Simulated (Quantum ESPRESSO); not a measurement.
# Aluminum (Fm-3m): from the cell to the phonon bands, part 3 of 3

How does Aluminum (Fm-3m) vibrate, and is this structure a minimum?

Quantum ESPRESSO 7.5; DFT LDA, scalar-relativistic, plane waves, PseudoDojo norm-conserving pseudopotentials.

So far. Step 5 (Linear response on the mesh): The acoustic modes at Γ come out as far as 0.2 cm⁻¹ from zero, where they should vanish, a small numerical error. The relaxed cell has a = 3.978 Å (conventional setting).

## 7. Interpolated phonon bands (continued)

Lowest modes at the softest wavevector of the mesh; phase exp(i q.(R + tau)). Modes at q = (0.000, 0.000, 0.250):

```tsv
mode	frequency (cm⁻¹)
1	115.4
2	115.4
3	236.6
```

Displacements in mode 2 (115.4 cm⁻¹), the largest set to 1, in the home cell:
```
Al1 -0.95  0.05  1.00
```

Displacements in mode 3 (236.6 cm⁻¹), the largest set to 1, in the home cell:
```
Al1  1.00 -1.00  1.00
```

Force constants by pair (phonopy on the run's constants); pairs near half the supercell's span include their periodic images. Pair force constants, by row:

```tsv
atom	neighbour	distance (Å)	third of the trace (eV/Å²)	along the pair's line (eV/Å²)
Al1	itself	0	5.029	–
Al1	Al	2.813	-0.392	-1.359
Al1	Al	3.978	-0.0221	-0.1122
Al1	Al	4.873	0.0063	0.028
Al1	Al	5.626	-0.0355	-0.1039
Al1	Al	6.29	-0.0107	-0.0312
Al1	Al	6.891	-0.0058	-0.0058
```

Harmonic mean-square displacement, third of the trace. Mean-square displacements:

```tsv
T (K)	Al1 U_eq (Å²)
0	0.00323
100	0.00405
300	0.00876
600	0.01679
```

Mode patterns, pair constants, displacements and means over the zone were worked out by phonopy from the force constants of q2r.x.

All branches are real along the path.

## 8. Density of states

Sums over the zone need many more wavevectors than were solved, so the interpolation is sampled on a dense mesh.

Contents of matdyn.in:

```
&INPUT
  asr    = 'crystal'
  flfrc  = 'x.fc'
  dos    = .true.
  fldos  = 'x.dos'
  nk1    = 20
  nk2    = 20
  nk3    = 20
  deltaE = 1.0
/
```

On the command line:

```
$ matdyn.x -in matdyn.in > matdyn.out
```

Numbers of over 12 decimals in the logs are rounded to 6 here.

Log:

```text
[banner, memory and clock lines left out]
Program MATDYN v.7.5

 mass for atomic type   1 not given; uses mass from file x.fc
 Norm of the difference between old and new effective charges:    0.000000

 Norm of the difference between old and new force-constants:   1.08254e-08

     Message from routine matdyn:
     Z* not found in file x.fc, TO-LO splitting at q=0 will be absent!

Note: The following floating-point exceptions are signalling: IEEE_UNDERFLOW_FLAG
```

Run time: 2.3 s. Hardware: 1 thread of Arm Neoverse V1, shared host.

This step gave:

```
share of modes beyond 3i cm⁻¹ on the dense interpolated mesh : 0
zero-point energy per atom                                   : 40.15 meV
heat capacity at 300 K                                       : 22.70 J/(mol atoms K)
vibrational entropy at 300 K                                 : 26.45 J/(mol atoms K)
```

Tetrahedra. Phonon density of states against wavenumber; read off at these points:

```tsv
wavenumber (cm⁻¹)	phonon density of states (1/cm⁻¹/cell)
0	0
10	1.0e-5
20	3.0e-5
30	1.9e-4
40	2.7e-4
50	4.9e-4
60	7.4e-4
70	0.00106
80	0.00146
90	0.002
100	0.00272
110	0.00363
120	0.00492
130	0.00683
140	0.0101
150	0.0172
160	0.0178
170	0.0185
180	0.0192
190	0.0199
200	0.0215
210	0.0150
220	0.0115
230	0.00989
240	0.0100
250	0.01
260	0.00967
270	0.00841
280	0.00633
290	0.0212
300	0.0283
310	0.0150
320	0.0082
330	0
```

Harmonic thermodynamic functions per atom, summed over the density of states scaled to three modes an atom; melting is ignored. Thermodynamic functions:

```tsv
T (K)	F_vib (meV/atom)	S (J/mol-atom/K)	C_V (J/mol-atom/K)
0	40.15	0	0
50	40.04	1.021	3.292
100	38.3	6.142	12.19
200	25.75	17.68	20.3
300	2.65	26.45	22.7
400	-28.36	33.13	23.64
500	-65.55	38.46	24.1
600	-107.8	42.87	24.35
700	-154.2	46.64	24.5
800	-204.3	49.92	24.61
900	-257.5	52.82	24.68
1000	-313.7	55.42	24.73
```

At 300 K the heat capacity has reached 91 % of the Dulong-Petit value.

## 9. The dispersion under another sum rule (asr all)

The sum rule corrects the force constants themselves, so it can shift branches at any wavevector, low ones most.

Contents of matdyn.in:

```
&INPUT
  asr              = 'all'
  flfrc            = 'x.fc'
  flfrq            = 'x.freq'
  flvec            = 'x.modes'
  q_in_band_form   = .true.
  q_in_cryst_coord = .true.
/
8
  0.0000000   0.0000000   0.0000000   8  ! GAMMA
 -0.0000000   0.5000000   0.5000000   8  ! X
 -0.0000000   0.6250000   0.3750000   1  ! U
 -0.3750000   0.3750000  -0.0000000   8  ! K
  0.0000000   0.0000000   0.0000000   8  ! GAMMA
 -0.0000000   0.5000000  -0.0000000   8  ! L
 -0.2500000   0.5000000   0.2500000   8  ! W
 -0.0000000   0.5000000   0.5000000   1  ! X
```

On the command line:

```
$ matdyn.x -in matdyn.in > matdyn.out
```

Log:

```text
[banner, memory and clock lines left out]
Program MATDYN v.7.5

 mass for atomic type   1 not given; uses mass from file x.fc
 Norm of the difference between old and new effective charges:    0.000000

 Huang before:    1   1   1   2,   residual stress:   0.000000
 Huang before:    1   1   1   3,   residual stress:   0.000000
 Huang before:    1   1   2   2,   residual stress:   0.000000
 Huang before:    1   1   2   3,   residual stress:  -0.000000
 Huang before:    1   1   3   3,   residual stress:   0.000000
 Huang before:    1   2   1   3,   residual stress:   0.000000
 Huang before:    1   2   2   2,   residual stress:  -0.000000
 Huang before:    1   2   2   3,   residual stress:  -0.000000
 Huang before:    1   2   3   3,   residual stress:  -0.000000
 Huang before:    1   3   2   2,   residual stress:   0.000000
 Huang before:    1   3   2   3,   residual stress:  -0.000000
 Huang before:    1   3   3   3,   residual stress:   0.000000
 Huang before:    2   2   2   3,   residual stress:   0.000000
 Huang before:    2   2   3   3,   residual stress:   0.000000
 Huang before:    2   3   3   3,   residual stress:  -0.000000

 Norm of the difference between old and new force-constants:   1.08254e-08

     Message from routine matdyn:
     Z* not found in file x.fc, TO-LO splitting at q=0 will be absent!
     Message from routine matdyn:
     Z* not found in file x.fc, TO-LO splitting at q=0 will be absent!

Note: The following floating-point exceptions are signalling: IEEE_UNDERFLOW_FLAG

   You are using asr="all", please consider citing C. Lin, S. Ponc\'e and N. Marzari, npj Comput Mater 8, 236 (2022).
```

Run time: 0.46 s. Hardware: 1 thread.

At the labelled points the branches move by no more than 0.1 cm⁻¹.

## 10. What came out

```json
{
  "space group after relaxation": "Fm-3m",
  "volume per atom": "15.7 Å³",
  "q mesh": "4×4×4",
  "lowest mode on the q mesh (acoustic ones at the zone centre apart)": "115.4 cm⁻¹",
  "zero-point energy per atom": "40.1 meV",
  "heat capacity at 300 K": "22.7 J/(mol atoms K)",
  "vibrational entropy at 300 K": "26.5 J/(mol atoms K)",
  "imaginary modes on the q mesh": "none"
}
```

**Reading.** Aluminum (Fm-3m) is dynamically stable on the 4×4×4 mesh; its spectrum reaches 329 cm⁻¹. These are harmonic frequencies at zero temperature: anharmonic shifts and linewidths and thermal expansion are left out. In a metal the frequencies hang on the k mesh and the smearing, most of all near Kohn anomalies.

[Host names and launcher messages were left out of these logs when they were recorded.]

[Logs are printed without paths, hosts, clocks, repeated set-up lines and the standing remarks that a program may print on its own settings, such as how far it seeks lower states.]

[Hosts, paths, dates, database ids (printed as entryN), source tags and the programs' standing remarks are cut or masked in the printed files.]
